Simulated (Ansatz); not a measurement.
# A generalised stacking fault on (110) of a LiCl-LiBr solid solution: a series in slip in units of 1/2[1-10]

How does the energy change as one half of the crystal slips over the other?

Computed with Ansatz 0.2.0: Kohn-Sham DFT, PBE, PAW (set soft_2). Every run is a single point, with the atoms held where the recipe put them (cutoff of the plane-wave runs 420 eV, gaussian smearing of 0.025 eV).

First member: rock-salt LiCl lattice (a = 5.2663 Å, the value set for the mixture), cell with z along [110], 2 x 1 x 7 periods; the third cell vector is tilted by 0.000 of 1/2[1-10] and lengthened by 0.2 Å, so the stacking has no slip; displaced by a Gaussian of 0.01 Å; 10 of 28 Cl sites given to Br at random (lattice constant by Vegard's rule between LiCl and LiBr).

Last member: rock-salt LiCl lattice (a = 5.2663 Å, the value set for the mixture), cell with z along [110], 2 x 1 x 7 periods; the third cell vector is tilted by 0.917 of 1/2[1-10] and lengthened by 0.2 Å, so the cell holds one fault; displaced by a Gaussian of 0.01 Å; 10 of 28 Cl sites given to Br at random (lattice constant by Vegard's rule between LiCl and LiBr).

The members:

```
slip in units of 1/2[1-10]  reduced formula  atoms  valence electrons  k-mesh        basis  density (g/cm³)
                         0       Li14Br5Cl9     56                280   2×3×1  plane waves             2.63
                    0.0833       Li14Br5Cl9     56                280   2×3×1  plane waves             2.63
                    0.1667       Li14Br5Cl9     56                280   2×3×1  plane waves             2.63
                      0.25       Li14Br5Cl9     56                280   2×3×1  plane waves             2.63
                    0.3333       Li14Br5Cl9     56                280   2×3×1  plane waves             2.63
                    0.4167       Li14Br5Cl9     56                280   2×3×1  plane waves             2.63
                       0.5       Li14Br5Cl9     56                280   2×3×1  plane waves             2.63
                    0.5833       Li14Br5Cl9     56                280   2×3×1  plane waves             2.63
                    0.6667       Li14Br5Cl9     56                280   2×3×1  plane waves             2.63
                      0.75       Li14Br5Cl9     56                280   2×3×1  plane waves             2.63
                    0.8333       Li14Br5Cl9     56                280   2×3×1  plane waves             2.63
                    0.9167       Li14Br5Cl9     56                280   2×3×1  plane waves             2.63
```

The input of the first member, without its atom lines; other members have their own cell and atoms, and may differ in mesh, basis and outputs:

```yaml
crystal:
  lattice:
    - [7.44767, 0.0, 0.0]
    - [0.0, 5.2663, 0.0]
    - [0.0, 0.0, 26.26686]
  atoms:
    [... 56 lines ...]
kpoints:
  mp_grid: { grid: [2, 3, 1] }
hamiltonian:
  xc: pbe
scf:
  occupations: { method: gaussian, width: 0.025 }
output:
  forces: true
  stress: true
  populations: true
  dos:
    method: { smearing: { sigma: 0.08 } }
    de: 0.1
    projected: { site_lists: { Br: [Br], Cl: [Cl], Li: [Li] } }
  eigenvalues: true
  write_density: true
  write_potential: true
  volumetric_format: npy
```

Results; charges are mean Löwdin charges in e:

```
slip in units of 1/2[1-10]  energy less the first member's, over the cell's cross-section (mJ/m²)  pressure (GPa)  r.m.s. force (eV/Å)  gap (eV)  q(Br)  q(Li)  q(Cl)
                         0                                                                    0.0           0.264               0.0916                5.43  -0.55  +0.66  -0.63
                    0.0833                                                                   23.6           0.325               0.0931                5.44  -0.55  +0.66  -0.63
                    0.1667                                                                  103.8           0.502                0.122                5.46  -0.55  +0.66  -0.63
                      0.25                                                                  256.0           0.771                0.211                5.45  -0.55  +0.66  -0.63
                    0.3333                                                                  464.0            1.07                0.340                5.40  -0.55  +0.66  -0.63
                    0.4167                                                                  656.5            1.32                0.457                5.35  -0.55  +0.66  -0.63
                       0.5                                                                  735.7            1.41                0.504                5.33  -0.55  +0.66  -0.63
                    0.5833                                                                  654.6            1.32                0.455                5.35  -0.55  +0.66  -0.63
                    0.6667                                                                  461.2            1.07                0.336                5.40  -0.55  +0.66  -0.63
                      0.75                                                                  253.2           0.768                0.206                5.45  -0.55  +0.66  -0.63
                    0.8333                                                                  101.7           0.499                0.117                5.46  -0.55  +0.66  -0.63
                    0.9167                                                                   21.9           0.323               0.0893                5.44  -0.55  +0.66  -0.63
```

The gap is that between the highest filled and lowest empty Kohn-Sham level on the run's k-points, and semilocal functionals tend to put gaps under measured ones. The projection misses up to 0.031 e an atom, so the charges add up to more than the cell's charge.

Bonds in each cell, which the recipe sets and DFT didn't move; cutoffs follow each cell's own g(r) within set bounds (mean length in Å, and neighbours of the second kind about the first):

```csv
slip in units of 1/2[1-10],Cl-Li length,Cl-Li count,Br-Li length,Br-Li count
0,2.637,6.00,2.647,6.00
0.0833,2.633,5.94,2.629,5.70
0.1667,2.632,5.94,2.620,5.70
0.25,2.630,5.94,2.613,5.70
0.3333,2.629,5.94,2.607,5.70
0.4167,2.629,5.94,2.603,5.70
0.5,2.628,5.94,2.602,5.70
0.5833,2.629,5.94,2.603,5.70
0.6667,2.629,5.94,2.607,5.70
0.75,2.630,5.94,2.613,5.70
0.8333,2.632,5.94,2.620,5.70
0.9167,2.633,5.94,2.629,5.70
```

Cost on 8 threads of Arm Neoverse V2, shared host:

| slip in units of 1/2[1-10] | atoms | basis | k-mesh | SCF cycles | time | host memory (GiB) |
| --- | --- | --- | --- | --- | --- | --- |
| 0 | 56 | plane waves | 2×3×1 | 7 | 25 s | 3.0 |
| 0.0833 | 56 | plane waves | 2×3×1 | 7 | 24 s | 3.1 |
| 0.1667 | 56 | plane waves | 2×3×1 | 7 | 24 s | 3.0 |
| 0.25 | 56 | plane waves | 2×3×1 | 7 | 24 s | 3.0 |
| 0.3333 | 56 | plane waves | 2×3×1 | 7 | 24 s | 3.0 |
| 0.4167 | 56 | plane waves | 2×3×1 | 8 | 24 s | 3.0 |
| 0.5 | 56 | plane waves | 2×3×1 | 7 | 24 s | 3.1 |
| 0.5833 | 56 | plane waves | 2×3×1 | 7 | 24 s | 3.0 |
| 0.6667 | 56 | plane waves | 2×3×1 | 8 | 24 s | 3.0 |
| 0.75 | 56 | plane waves | 2×3×1 | 7 | 24 s | 3.1 |
| 0.8333 | 56 | plane waves | 2×3×1 | 7 | 24 s | 3.0 |
| 0.9167 | 56 | plane waves | 2×3×1 | 7 | 24 s | 3.1 |

Times include the outputs that each run asked for, on hosts shared with other jobs.

The highest energy among the slips run is 736 mJ/m², at 0.5; the atoms aren't relaxed by DFT, and random displacements add noise; the random arrangement of atoms on sites adds some scatter. The gap lies between 5.33 and 5.46 eV; the mesh is coarse and needn't hold the band edges. The pressure goes from 0.26 GPa at 0 through a maximum of 1.4 GPa at 0.5 to 0.32 GPa at 0.917; the cells follow a linear rule for the lattice rather than this functional's own volume. The r.m.s. force runs from 0.089 eV/Å to 0.50 eV/Å, the latter at a slip of 0.5.

Caveats: The random displacements of the recipe add to the forces of every member.

[Logs are printed without paths, hosts, clocks, repeated set-up lines and the standing remarks that a program may print on its own settings, such as how far it seeks lower states.]

[Hosts, paths, dates, database ids (printed as entryN), source tags and the programs' standing remarks are cut or masked in the printed files.]
